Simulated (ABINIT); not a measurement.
Planning a run of ABINIT 10.8.3 on CdTe (F-43m). The input:

```
acell 3*1.0 Angstrom
rprim 
  0.000000000000 3.240000000000 3.240000000000
  3.240000000000 0.000000000000 3.240000000000
  3.240000000000 3.240000000000 0.000000000000
ntypat 2
znucl 48 52
natom 2
typat 1 2
xred 
  0.000000000000 0.000000000000 0.000000000000
  0.250000000000 0.250000000000 0.250000000000
pp_dirpath "pseudos"
pseudos "Cd.upf, Te.upf"
ecut 47
ngkpt 4 4 4
nshiftk 1
shiftk 0 0 0
kptopt 1
chksymbreak 0
istwfk *1
occopt 1
irdwfk 1
optdriver 4
nband 97
gwcalctyp 28
ecutsigx 47
symsigma 0
nkptgw 8
kptgw 
  0.0000000000 0.0000000000 0.0000000000
  0.2500000000 0.0000000000 0.0000000000
  0.5000000000 0.0000000000 0.0000000000
  0.2500000000 0.2500000000 0.0000000000
  0.5000000000 0.2500000000 0.0000000000
  -0.2500000000 0.2500000000 0.0000000000
  0.5000000000 0.5000000000 0.0000000000
  -0.2500000000 0.5000000000 0.2500000000
bdgw 
  11 28
  11 28
  11 28
  11 28
  11 28
  11 28
  11 28
  11 28
ecuteps 4
irdscr 1
ppmodel 1
irdqps 1
indata_prefix "in"
outdata_prefix "out"
tmpdata_prefix "tmp"
```

```sh
OMP_NUM_THREADS=1 mpirun -n 8 abinit run.abi > log
```

Q: How long will it take on 8 MPI ranks of Arm Neoverse V1, shared host, and how much memory?

It took 3.1 min; on shared hardware allow 94 s to 6.3 min. Peak host memory was 4.7 GiB.

[Paths, hosts, dates, memory and timing lines, banners, echoed tables and standing remarks are left out of the program output.]

[Logs are printed without paths, hosts, clocks, repeated set-up lines and the standing remarks that a program may print on its own settings, such as how far it seeks lower states.]

[Runs of the session that timed out or met a known fault of the program may be left out.]

[Hosts, paths, dates, database ids (printed as entryN), source tags and the programs' standing remarks are cut or masked in the printed files.]

[G0W0 gaps are taken among the corrected bands and points alone; a level outside them can change the order at an edge.]

[Where Ansatz stands beside ABINIT at settings called matched, ABINIT's density can come from a denser mesh and the files from another edition; pairs whose starting gaps differed by over 0.03 eV were left out, so agreement reads better than it is.]
